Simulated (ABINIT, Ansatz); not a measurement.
**TePb (Fm-3m): G0W0 with ABINIT, start to end**

How does a plane-wave GW calculation on TePb (Fm-3m) run from the first input to the gap?

Program: ABINIT 10.8.3. Level of theory: LDA and many-body steps on it, plane waves. Results are calculated unless marked as measured.

Report form: the programs' logs are mostly left out.

## (1) The starting structure

It takes space group Fm-3m (No. 225, cubic). The conventional cell has a = 6.462 Å, b = 6.462 Å, c = 6.462 Å, α = 90.00°, β = 90.00°, γ = 90.00°. Nearest to Te lie 6 Pb at 3.23 Å. Pb has 6 Te at 3.23 Å nearest. Farther neighbours and most contacts between anions are not listed.

Coordinates:

```cif
data_structure
_symmetry_space_group_name_H-M 'Fm-3m'
_symmetry_Int_Tables_number 225
_cell_length_a 6.4620
_cell_length_b 6.4620
_cell_length_c 6.4620
_cell_angle_alpha 90.000
_cell_angle_beta 90.000
_cell_angle_gamma 90.000
_cell_volume 269.84
loop_
_atom_site_label
_atom_site_type_symbol
_atom_site_symmetry_multiplicity
_atom_site_Wyckoff_symbol
_atom_site_fract_x
_atom_site_fract_y
_atom_site_fract_z
_atom_site_occupancy
Te1 Te 4 b 0.50000 0.00000 0.00000 1
Pb1 Pb 4 a 0.00000 0.00000 0.00000 1
```

The cell and positions come from the Crystallography Open Database and are kept as given unless a step says otherwise. Spin-orbit coupling is left out unless a step names it.

## (2) Ground state

This step: ABINIT 10.8.3; DFT, LDA, plane waves, norm-conserving pseudopotentials.

The ground-state density comes first.

Contents of run.abi:

```
acell 3*1.0 Angstrom
rprim 
  -0.000000000000 3.231000000000 3.231000000000
  3.231000000000 0.000000000000 3.231000000000
  3.231000000000 3.231000000000 0.000000000000
ntypat 2
znucl 52 82
natom 2
typat 1 2
xred 
  0.500000000000 0.500000000000 0.500000000000
  0.000000000000 0.000000000000 0.000000000000
pp_dirpath "pseudos"
pseudos "Te.upf, Pb.upf"
ecut 39
ngkpt 6 6 6
nshiftk 1
shiftk 0 0 0
kptopt 1
chksymbreak 0
nband 28
occopt 1
tolvrs 1e-10
nstep 60
prtwf 0
optforces 0
optstress 0
indata_prefix "in"
outdata_prefix "out"
tmpdata_prefix "tmp"
```

Launch:

```
$ OMP_NUM_THREADS=1 mpirun -n 4 abinit run.abi > log
```

It took 21 s on 4 MPI ranks of Intel Xeon Platinum 8488C (Sapphire Rapids), shared host; peak memory 0.41 GiB.

This step gave:

```
total energy               : -13352.4337 eV
gap                        : 0.6539 eV
k of the valence top       : 0.5, 0, 0
k of the conduction bottom : 0.5, 0, 0
least direct gap           : 0.6539 eV
```

The gap is direct, at (0.500, 0.000, 0.000).

## (3) Bands along the symmetry lines

Levels along a band path, at the cheap level, show where the edges lie and whether the meshes to come will hold them.

Contents of run.abi:

```
acell 3*1.0 Angstrom
rprim 
  -0.000000000000 3.231000000000 3.231000000000
  3.231000000000 0.000000000000 3.231000000000
  3.231000000000 3.231000000000 0.000000000000
ntypat 2
znucl 52 82
natom 2
typat 1 2
xred 
  0.500000000000 0.500000000000 0.500000000000
  0.000000000000 0.000000000000 0.000000000000
pp_dirpath "pseudos"
pseudos "Te.upf, Pb.upf"
ecut 39
iscf -2
irdden 1
kptopt 0
nkpt 50
kpt 
  0.00000000 0.00000000 0.00000000
  0.06250000 0.00000000 0.06250000
  0.12500000 0.00000000 0.12500000
  0.18750000 0.00000000 0.18750000
  0.25000000 0.00000000 0.25000000
  0.31250000 0.00000000 0.31250000
  0.37500000 0.00000000 0.37500000
  0.43750000 0.00000000 0.43750000
  0.50000000 0.00000000 0.50000000
  0.51562500 0.03125000 0.51562500
  0.53125000 0.06250000 0.53125000
  0.54687500 0.09375000 0.54687500
  0.56250000 0.12500000 0.56250000
  0.57812500 0.15625000 0.57812500
  0.59375000 0.18750000 0.59375000
  0.60937500 0.21875000 0.60937500
  0.62500000 0.25000000 0.62500000
  0.37500000 0.37500000 0.75000000
  0.32812500 0.32812500 0.65625000
  0.28125000 0.28125000 0.56250000
  0.23437500 0.23437500 0.46875000
  0.18750000 0.18750000 0.37500000
  0.14062500 0.14062500 0.28125000
  0.09375000 0.09375000 0.18750000
  0.04687500 0.04687500 0.09375000
  0.00000000 0.00000000 0.00000000
  0.06250000 0.06250000 0.06250000
  0.12500000 0.12500000 0.12500000
  0.18750000 0.18750000 0.18750000
  0.25000000 0.25000000 0.25000000
  0.31250000 0.31250000 0.31250000
  0.37500000 0.37500000 0.37500000
  0.43750000 0.43750000 0.43750000
  0.50000000 0.50000000 0.50000000
  0.50000000 0.46875000 0.53125000
  0.50000000 0.43750000 0.56250000
  0.50000000 0.40625000 0.59375000
  0.50000000 0.37500000 0.62500000
  0.50000000 0.34375000 0.65625000
  0.50000000 0.31250000 0.68750000
  0.50000000 0.28125000 0.71875000
  0.50000000 0.25000000 0.75000000
  0.50000000 0.21875000 0.71875000
  0.50000000 0.18750000 0.68750000
  0.50000000 0.15625000 0.65625000
  0.50000000 0.12500000 0.62500000
  0.50000000 0.09375000 0.59375000
  0.50000000 0.06250000 0.56250000
  0.50000000 0.03125000 0.53125000
  0.50000000 0.00000000 0.50000000
istwfk *1
nband 30
nbdbuf 2
tolwfr 1e-08
nstep 40
prtwf 0
prtvol 0
indata_prefix "in"
outdata_prefix "out"
tmpdata_prefix "tmp"
```

It took 33 s on 4 MPI ranks; peak memory 0.43 GiB.

Numbers from this step:

```
gap                        : 0.6539 eV
k of the valence top       : 0.5, 0.5, 0.5
k of the conduction bottom : 0.5, 0.5, 0.5
least direct gap           : 0.6539 eV
```

The gap is 0.654 eV, as in the run before at this level.

The electronic bands at the labelled points (eV, zero at the top of the highest filled band):

```csv
point,band 20,band 21,band 22,band 23,band 24,band 25,band 26,band 27
Γ,-5.73,-1.31,-1.31,-1.31,4.02,4.02,4.02,5.87
halfway,-6.95,-2.12,-2.12,-1.39,2.54,4.09,4.45,4.45
X,-7.39,-4.48,-2.77,-2.77,3.32,5.41,5.41,6.61
halfway,-7.61,-4.38,-2.64,-2.57,3.62,4.86,4.99,6.41
U,-8.04,-4.09,-2.27,-2.07,3.54,3.75,5.14,5.88
jump to K,-8.04,-4.09,-2.27,-2.07,3.54,3.75,5.14,5.88
halfway,-7.40,-2.44,-0.71,-0.12,1.26,1.60,4.21,6.12
Γ,-5.73,-1.31,-1.31,-1.31,4.02,4.02,4.02,5.87
halfway,-7.10,-1.14,-1.14,-0.66,2.06,2.42,2.42,5.96
L,-8.65,-0.84,-0.84,0.00,0.65,1.24,1.24,8.35
halfway,-8.39,-2.75,-2.55,-0.43,1.28,3.53,3.99,6.86
W,-8.06,-3.76,-3.76,-0.33,1.61,5.21,5.21,6.82
halfway,-7.75,-4.29,-3.11,-1.83,3.63,3.93,5.72,6.21
X,-7.39,-4.48,-2.77,-2.77,3.32,5.41,5.41,6.61
```

## (4) Empty states on the mesh, 4×4×4 mesh, 60 bands

The sums over transitions need many empty states on a uniform mesh; this step solves for them.

Contents of run.abi:

```
acell 3*1.0 Angstrom
rprim 
  -0.000000000000 3.231000000000 3.231000000000
  3.231000000000 0.000000000000 3.231000000000
  3.231000000000 3.231000000000 0.000000000000
ntypat 2
znucl 52 82
natom 2
typat 1 2
xred 
  0.500000000000 0.500000000000 0.500000000000
  0.000000000000 0.000000000000 0.000000000000
pp_dirpath "pseudos"
pseudos "Te.upf, Pb.upf"
ecut 39
ngkpt 4 4 4
nshiftk 1
shiftk 0 0 0
kptopt 1
chksymbreak 0
iscf -2
irdden 1
istwfk *1
nband 60
nbdbuf 4
tolwfr 1e-09
nstep 60
prtvol 0
indata_prefix "in"
outdata_prefix "out"
tmpdata_prefix "tmp"
```

It took 21 s on 4 MPI ranks; peak memory 0.35 GiB; 84 s of CPU time.

Numbers from this step:

* gap: 0.6539 eV
* k of the valence top: 0.5, 0, 0
* k of the conduction bottom: 0.5, 0, 0
* least direct gap: 0.6539 eV
* k points computed: 8
* lowest point of the top converged band, above the valence top: 28.69 eV

On this mesh the gap is 0.654 eV.

## (5) Screening, 4×4×4 mesh, 56 bands, screening to 98 eV

The RPA dielectric matrix is built and inverted for each q.

This step: RPA screening on LDA, plane waves, norm-conserving pseudopotentials.

Changes to run.abi since step 4:

```diff
@@ -20,10 +20,11 @@
 chksymbreak 0
-iscf -2
-irdden 1
 istwfk *1
-nband 60
-nbdbuf 4
-tolwfr 1e-09
-nstep 60
-prtvol 0
+occopt 1
+irdwfk 1
+optdriver 3
+nband 56
+ecuteps 3.6
+inclvkb 2
+awtr 1
+symchi 1
 indata_prefix "in"
```

It took 21 s on 4 MPI ranks; peak memory 1 GiB.

Numbers from this step:

```
ε∞ with local fields, on this mesh, along the program's q direction : 43.80
the same without local fields                                       : 46.84
plasma frequency                                                    : 30.66 eV
plane waves in the screening matrix                                 : 169
```

Local fields lower ε∞ by 6 %.

## (6) Self-energy, 4×4×4 mesh, 56 bands, screening to 98 eV

The self-energy is evaluated for the states that the input lists, and the levels follow from it, in one-shot runs by the linearised quasiparticle equation.

This step: G0W0 on LDA, plane waves, norm-conserving pseudopotentials.

Changes to run.abi since step 5:

```diff
@@ -23,8 +23,17 @@
 irdwfk 1
-optdriver 3
+optdriver 4
 nband 56
+gwcalctyp 0
+ecutsigx 39
+symsigma 1
+nkptgw 2
+kptgw 
+  0.5000000000 0.0000000000 0.0000000000
+  0.0000000000 0.0000000000 0.0000000000
+bdgw 
+  21 26
+  21 26
 ecuteps 3.6
-inclvkb 2
-awtr 1
-symchi 1
+irdscr 1
+ppmodel 1
 indata_prefix "in"
```

It took 6.9 s on 4 MPI ranks; peak memory 1.1 GiB; 27 s of CPU time.

This step gave:

* G0W0 gap on the points computed: 0.7680 eV
* starting gap on the mesh: 0.6539 eV
* k of the valence top: 0.5, 0, 0
* k of the conduction bottom: 0.5, 0, 0
* Z at the valence top: 0.799
* Z at the conduction bottom: 0.808
* least direct G0W0 gap on the computed points: 0.7680 eV

The gap on the mesh goes from 0.65 eV to 0.77 eV, a correction of +0.11 eV.

Limits: finite bands, cutoff and mesh; model gap, bands may invert with spin-orbit coupling; no spin-orbit coupling; coarse k mesh. v1 is the top filled band, c1 the lowest empty one. Levels before and after the correction, in eV, zero at the valence-band top of each column:

|  | conduction bottom | valence top |
| --- | --- | --- |
| Kohn-Sham | 0.65 | 0.00 |
| G0W0 | 0.77 | 0.00 |

```csv
,level,energy (eV)
Kohn-Sham,(0.5 0 0) v3-v2,-0.836
Kohn-Sham,(0.5 0 0) v1,0.000
Kohn-Sham,(0.5 0 0) c1,0.654
Kohn-Sham,(0.5 0 0) c2-c3,1.239
G0W0,(0.5 0 0) v3-v2,-1.056
G0W0,(0.5 0 0) v1,0.000
G0W0,(0.5 0 0) c1,0.768
G0W0,(0.5 0 0) c2-c3,1.354
```

## (7) Where the time went

Times are wall times on 4 MPI ranks of Intel Xeon Platinum 8488C (Sapphire Rapids), shared host, good to a factor of about two.

```csv
step,time,share,memory (GiB)
ground state,21 s,20 %,0.41
bands along the symmetry lines,33 s,32 %,0.43
empty states on the mesh,21 s,21 %,0.35
screening,21 s,20 %,1.0
self-energy,6.9 s,7 %,1.1
```

## (8) Outcome

| Quantity | Value |
| --- | --- |
| LDA gap | 0.65 eV, direct |
| G0W0 gap on the mesh | 0.77 eV |
| GW settings | 4×4×4 mesh, 56 bands, screening to 98 eV, Godby-Needs plasmon pole |
| known limits | not at the basis limit; model gap, bands may invert with spin-orbit coupling; mesh may overstate the screening; no spin-orbit coupling; coarse k mesh |

In words: G0W0 moves the gap on the mesh from 0.65 eV to 0.77 eV (+0.11 eV), with Z of 0.80 and 0.81 at the edges. Local fields lower the RPA ε∞ on this mesh from 46.84 to 43.80. Only 2 of the mesh's irreducible points were corrected, so a valley elsewhere could overtake. The dearest step here is «bands along the symmetry lines». Bands and cutoff are finite, so the gap is not at the basis limit. The miss can reach some tenths of an eV and take either sign; the mesh is an error of its own. In the G0W0 run levels were corrected at 2 k points alone, so a gap called «on the mesh» is the least over those, and an edge elsewhere would be missed. The 4×4×4 mesh is coarse for this cell, which bears on the long-range parts of exchange and screening. Where an edge is built on 6p states of lead, bismuth or thallium, scalar-relativistic gaps usually stand too wide, by a few tenths to over one eV. With atoms this heavy and so narrow a gap, spin-orbit coupling can invert the bands. These scalar-relativistic gaps are then model values, not to be set against experiment, and a spin-orbit change taken from DFT can't simply be added. The RPA ε∞ on this mesh reaches over 25; with a narrow direct gap a coarse mesh can overstate it, and the correction is then too small.

[Paths, hosts, dates, memory and timing lines, banners, echoed tables and standing remarks are left out of the program output.]

[Logs are printed without paths, hosts, clocks, repeated set-up lines and the standing remarks that a program may print on its own settings, such as how far it seeks lower states.]

[Runs of the session that timed out or met a known fault of the program may be left out.]

[No measured gap is set beside runs whose start may be inverted or whose files or cutoffs have a known fault.]

[Hosts, paths, dates, database ids (printed as entryN), source tags and the programs' standing remarks are cut or masked in the printed files.]

[G0W0 gaps are taken among the corrected bands and points alone; a level outside them can change the order at an edge.]

[Where Ansatz stands beside ABINIT at settings called matched, ABINIT's density can come from a denser mesh and the files from another edition; pairs whose starting gaps differed by over 0.03 eV were left out, so agreement reads better than it is.]
